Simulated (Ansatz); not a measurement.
# AgRuS2, from a guessed structure to a relaxed one, part 2 of 2

Starting from a made-up structure for AgRuS2, the aim is the relaxed cell, its shortest contacts and, where a second run follows, its electronic structure.

Ansatz 0.2.0; DFT, PBE, plane-wave PAW, files of the set soft_1, scalar-relativistic, no spin, cell and ions relaxed at zero pressure; PAW set soft_1 (the session's first sound run).

So far: The structure; Relaxing cell and atoms. The relaxed cell has a = 3.517, c = 14.557 Å (conventional setting).

## (3) Bands of the relaxed cell

With the geometry fixed, one more self-consistent run, with a narrower smearing and the mesh shown in its input, gives the bands, and its pressure, and its forces where symmetry allows any, show how far the geometry depends on these settings.

This step: DFT, PBE, plane-wave PAW, files of the set soft_1, scalar-relativistic, no spin, bands and density of states at the relaxed cell; PAW set soft_1 (Ansatz 0.2.0).

input.yaml

```yaml
crystal:
  lattice:
    - [3.5170729817, 0.0, 0.0]
    - [-1.7585364909, 3.0458745492, 0.0]
    - [0.0, 0.0, 14.5569761287]
  atoms:
    - { symbol: Ag, position: [0.3333333333, 0.6666666667, 0.25] }
    - { symbol: Ag, position: [0.6666666667, 0.3333333333, 0.75] }
    - { symbol: Ru, position: [0.0, 0.0, 0.0] }
    - { symbol: Ru, position: [0.0, 0.0, 0.5] }
    - { symbol: S, position: [0.3333333333, 0.6666666667, 0.0852432867] }
    - { symbol: S, position: [0.6666666667, 0.3333333333, 0.5852432867] }
    - { symbol: S, position: [0.6666666667, 0.3333333333, 0.9147567133] }
    - { symbol: S, position: [0.3333333333, 0.6666666667, 0.4147567133] }
kpoints:
  mp_grid: { grid: [10, 10, 2] }
  band_path:
    path:
      - [[0.0, 0.0, 0.0], [0.5, 0.0, 0.0], [0.33333333, 0.33333333, 0.0], [0.0, 0.0, 0.0], [0.0, 0.0, 0.5], [0.5, 0.0, 0.5], [0.33333333, 0.33333333, 0.5], [0.0, 0.0, 0.5]]
      - [[0.5, 0.0, 0.5], [0.5, 0.0, 0.0]]
      - [[0.33333333, 0.33333333, 0.0], [0.33333333, 0.33333333, 0.5]]
    npoints: 8
scf:
  occupations: { method: fermi_dirac, width: 0.03 }
  n_extra_bands: 12
hamiltonian:
  xc: pbe
  pseudopotentials: { kind: paw, azcp: { folder: soft_1 } }
output:
  forces: true
  stress: true
  write_bands: true
  dos: { projected: true }
  write_density: true
  write_potential: true
  elf: true
  volumetric_format: npy
```

Launch:

```console
$ ansatz run input.yaml --threads 4 --pin off --max-ram 10240MiB --backend cpu --events-out ev --progress --plain --runs-dir out
```

Numbers of over 12 decimals in the logs are rounded to 6 here.

Output:

```text
[...]
Crystal: 8 atoms, lattice volume = 155.943 Å³
Basis set: ecut = 420 eV, 3019 PW (Γ), exchange–correlation on 48×48×200 points (8 copies of the dense FFT grid, shifted against one another)
Bands: 59, of which v1, the nominal top of the filled ones, is band 47 counted from 1 (46 counted from 0)
Symmetry: 24 space group operations
[...]
k-points: 28 of 200
[...]
SCF iter   1: F=—  HF=-30550.992782 eV  |F-HF|=—  |Δ(HF+E_count)|=         —  Δρ=8.60e-2  dr2=2.41e1  ethr=3.10e-3  ⟨swp⟩=6.6  Hψ=6565  notcnv=0  defer=14
[...]
SCF iter  10: F=-30548.324682 eV  HF=-30548.324682 eV  |F-HF|=2.24e-9  |Δ(HF+E_count)|=   1.62e-7  Δρ=3.26e-6  dr2=3.19e-8  ethr=1.06e-10  ⟨swp⟩=18.8  Hψ=13110  notcnv=0
SCF 1 converged in 10 iterations: F = -30548.324682 eV  dr2 = 3.19e-8
[...]
NSCF: frozen V_eff on 75 k-points
SCF converged after 10 iterations
Free energy (F): -30548.324682 eV
[...]
Internal energy: -30548.289579 eV  (E = F + TS)
E sigma→0 (E₀):  -30548.307131 eV
Entropy (-TS):   -0.035103 eV (-4.388 meV/atom)
Fermi energy:    10.334933 eV
[...]
--- Forces (eV/Å), atoms counted from 1 ---
  atom   1  Ag    -0.00000000     0.00000000    -0.00000000
  atom   2  Ag     0.00000000    -0.00000000     0.00000000
  atom   3  Ru    -0.00000000    -0.00000000    -0.00000000
  atom   4  Ru     0.00000000     0.00000000     0.00000000
  atom   5  S      0.00000000    -0.00000000    -0.04867292
  atom   6  S     -0.00000000     0.00000000    -0.04867292
  atom   7  S     -0.00000000     0.00000000     0.04867292
  atom   8  S      0.00000000    -0.00000000     0.04867292
  max |Σ_I F_I| component: 6.94e-17 eV/Å
--- Stress (GPa, compression-positive) ---
        0.000004      -0.000000      -0.000000
       -0.000000       0.000004       0.000000
       -0.000000       0.000000      -0.279494
  P = ⅓ Tr σ = -0.0932 GPa (-0.932 kbar)
--- Band table (eV; the first three rows and the last of 28) ---
  k-point 0: bands = [... 43 lower, 9.4557, 9.4557, 9.7840, 9.7840, 10.1597, 12.8084, 13.0382, 13.4277, ... 8 higher]
  k-point 1: bands = [... 43 lower, 9.6199, 9.6199, 9.6199, 9.7826, 9.7826, 12.8878, 12.8878, 13.5870, ... 8 higher]
  k-point 2: bands = [... 43 lower, 9.5613, 9.6307, 9.8674, 10.0958, 10.4823, 12.7228, 12.9919, 13.2018, ... 8 higher]
  k-point 27: bands = [... 43 lower, 9.4016, 10.2294, 10.2294, 10.4338, 10.4338, 12.1790, 12.1790, 12.8095, ... 8 higher]
```

Run time: 2.8 s. Hardware: 4 threads of AMD EPYC 9R45 (Zen 5), shared host; peak memory 0.89 GiB.

Numbers from this step:

| Property | Result |
| --- | --- |
| free energy | -30548.3247 eV |
| energy at zero smearing | -30548.3071 eV |
| smearing term TS | 0.03510 eV |
| Fermi energy | 10.33 eV |
| pressure | -0.09316 GPa |

From bands.tsv, the bands that come nearest the Fermi level along the path, at its corners, in eV from the Fermi level:

| point | band 45 | band 46 | band 47 | band 48 | band 49 | band 50 | band 51 | band 52 |
| --- | --- | --- | --- | --- | --- | --- | --- | --- |
| Γ | -0.88 | -0.55 | -0.55 | -0.18 | 2.47 | 2.70 | 3.09 | 3.09 |
| M | -0.53 | -0.53 | -0.19 | -0.19 | 1.89 | 2.40 | 2.82 | 2.88 |
| K | 0.05 | 0.05 | 0.05 | 0.05 | 1.81 | 1.81 | 2.51 | 2.51 |
| Γ | -0.88 | -0.55 | -0.55 | -0.18 | 2.47 | 2.70 | 3.09 | 3.09 |
| A | -0.72 | -0.72 | -0.55 | -0.55 | 2.55 | 2.55 | 3.25 | 3.25 |
| L | -0.53 | -0.53 | -0.19 | -0.19 | 2.10 | 2.10 | 3.05 | 3.05 |
| H | 0.00 | 0.00 | 0.09 | 0.09 | 1.88 | 1.88 | 2.38 | 2.38 |
| A | -0.72 | -0.72 | -0.55 | -0.55 | 2.55 | 2.55 | 3.25 | 3.25 |
| L | -0.53 | -0.53 | -0.19 | -0.19 | 2.10 | 2.10 | 3.05 | 3.05 |
| M | -0.53 | -0.53 | -0.19 | -0.19 | 1.89 | 2.40 | 2.82 | 2.88 |
| K | 0.05 | 0.05 | 0.05 | 0.05 | 1.81 | 1.81 | 2.51 | 2.51 |
| H | 0.00 | 0.00 | 0.09 | 0.09 | 1.88 | 1.88 | 2.38 | 2.38 |

States per cell as run, both spins, in windows of 1 eV, from dos.tsv (zero at the Fermi level): Near the top, bands beyond those computed are missing, so counts there can be too low.

```csv
from,to,total
-8,-7,0.00
-7,-6,2.99
-6,-5,6.23
-5,-4,9.78
-4,-3,16.32
-3,-2,5.38
-2,-1,4.63
-1,0,8.58
0,1,2.09
1,2,2.76
2,3,5.18
3,4,4.04
4,5,0.55
5,6,1.78
```

A further 40.0 states lie below the table's range.

ELF in the ac plane at fractional y = 0.333, with atoms of Ag and S within 0.2 Å of it. It is the smooth field of the valence electrons, not physical close to the nuclei.

Ten even steps from '_' (0.01) to '@' (0.83), each cell a mean:
```
::::----::--++##%%####%%##==
**--::::==%%@@%%--..::**@@@@
++::....==##@@%%**==++##@@@@
::______..--++####%%%%##**==
..______....::----------::::
::..__..::--==++##%%%%**++--
::..__....::--++**##**++==--
..______....::----------::::
--..____::++##@@@@@@@@@@%%**
**--..::++%%@@%%--..::**@@@@
==::::::--**@@@@**--==%%@@%%
::------::::==++******++==--
::--------::::....__......::
**%%%%%%##++--..________::==
**%%%%%%##++--__________..==
----====--::..____________..
..............____________..
::------::::....______....::
::::::::::::....________....
............______________..
==++**++==--..__________..::
##%%@@@@%%**--..________::==
++******++==::..________::--
::::::::::::......::::....::
```
Columns run along a (3.5 Å), rows up along c (14.6 Å). Atoms in or near the plane, at fractional coordinates: Ag at (0.67, 0.75), S at (0.67, 0.59), S at (0.67, 0.91).

Electrostatic potential energy in the ac plane at fractional y = 0.333, with atoms of Ag and S within 0.2 Å of it. With pseudopotentials it is smooth inside the atoms' cores, unlike the true potential.

Values in eV, 24 rows by 14 columns, each cell a mean:
```
  8   7   6   6   8   9   8   3  -4  -8  -6   0   6   9
 10  12  12  12  11   8  -3 -26 -29 -25 -27 -28 -14   3
 12  14  14  14  13   9   0 -20 -27 -27 -27 -24  -9   6
 14  14  15  14  14  13  11   7   2   0   1   5   9  12
 13  14  14  14  13  11   7  -2  -8 -10 -10  -5   3   9
 10  13  13  13  11   5  -9 -17 -10  -1  -5 -16 -14  -2
 11  13  14  13  12   7  -5 -15 -14  -9 -11 -16 -11   2
 13  14  14  14  14  12  10   5   0  -3  -2   3   8  11
 13  14  15  14  14  12   9   0  -7 -11 -10  -3   5  11
 11  13  14  13  12   8  -4 -27 -28 -24 -26 -29 -15   3
 10  10  10  10  10   8   1 -17 -25 -26 -26 -21  -7   5
  7   5   3   4   7   9  10   8   5   3   4   7   9   9
  8   5   4   4   7  10  12  13  13  14  14  13  12  11
 10   7   6   7   9  11  13  14  14  14  14  14  13  12
 11  10   9   9  11  12  13  14  15  15  15  14  14  13
 13  13  13  13  13  14  14  15  15  15  15  15  14  14
 12  11  11  11  12  13  13  14  14  14  14  14  14  13
  9   6   4   5   8  10  12  13  14  14  14  14  13  11
 10   8   6   7   9  11  12  14  14  14  14  14  13  12
 13  12  12  12  13  13  14  14  14  15  15  14  14  14
 13  12  12  12  13  13  14  14  15  15  15  15  14  14
 10   9   8   8  10  12  13  14  14  15  15  14  14  12
  9   7   6   6   8  11  12  14  14  14  14  14  13  12
  7   4   2   3   6   9  11  12  13  13  13  12  12  10
```
Columns run along a (3.5 Å; values clipped at the 3rd and 97th percentile), rows up along c (14.6 Å). Atoms in or near the plane, at fractional coordinates: Ag at (0.67, 0.75), S at (0.67, 0.59), S at (0.67, 0.91).

Valence density in the ac plane at fractional y = 0.333, with atoms of Ag and S within 0.2 Å of it. It is the smooth field of the valence electrons, not physical close to the nuclei.

Ten steps, logarithmic in the rise over the least value, from '0' (0 e/Å³) to '9' (17 e/Å³), each cell a mean:
```
22222223333322
21111234333443
10001234433432
00000112333321
00000124565431
10001247999863
10001246898753
00000112344321
00000123343321
11011234323433
21112234433433
22322222222222
22332211000111
22332210000011
12222100000001
01111000000000
11111000000000
12222100000001
12221100000001
01110000000000
11111000000000
22222110000001
22332210000011
22332211111111
```
Columns run along a (3.5 Å), rows up along c (14.6 Å). Atoms in or near the plane, at fractional coordinates: Ag at (0.67, 0.75), S at (0.67, 0.59), S at (0.67, 0.91).

## (4) Outcome

```
space group, relaxed : P6_3/mmc
conventional cell    : a = 3.517, b = 3.517, c = 14.557 Å; α = 90.0°, β = 90.0°, γ = 120.0°
volume per atom      : 19.49 Å³ (guess 21.64)
```

**Reading.** AgRuS2 relaxes to P6_3/mmc with a = 3.517, b = 3.517 and c = 14.557 Å. The guessed volume was 11 % too large. The space group P6_3/mmc was held in the relaxation, so the end point is a stationary structure within it and may be a saddle against distortions or other arrangements. Bands cross the Fermi level, so it is a metal or semimetal at this level. On the 10×10×2 mesh with the narrower smearing (relaxed on 8×8×2) the largest force component is 0.049 eV/Å and the largest stress component is 0.279 GPa, against the relaxation's thresholds of 0.015 eV/Å and 0.05 GPa. The cutoff wasn't tested. No dispersion term is used, so weakly bound directions may come out too long. The runs have no spin, and magnetism wasn't tested. Nothing here tests whether the compound is stable against decomposition.

[Logs are printed without paths, hosts, clocks, repeated set-up lines and the standing remarks that a program may print on its own settings, such as how far it seeks lower states.]

[Hosts, paths, dates, database ids (printed as entryN), source tags and the programs' standing remarks are cut or masked in the printed files.]
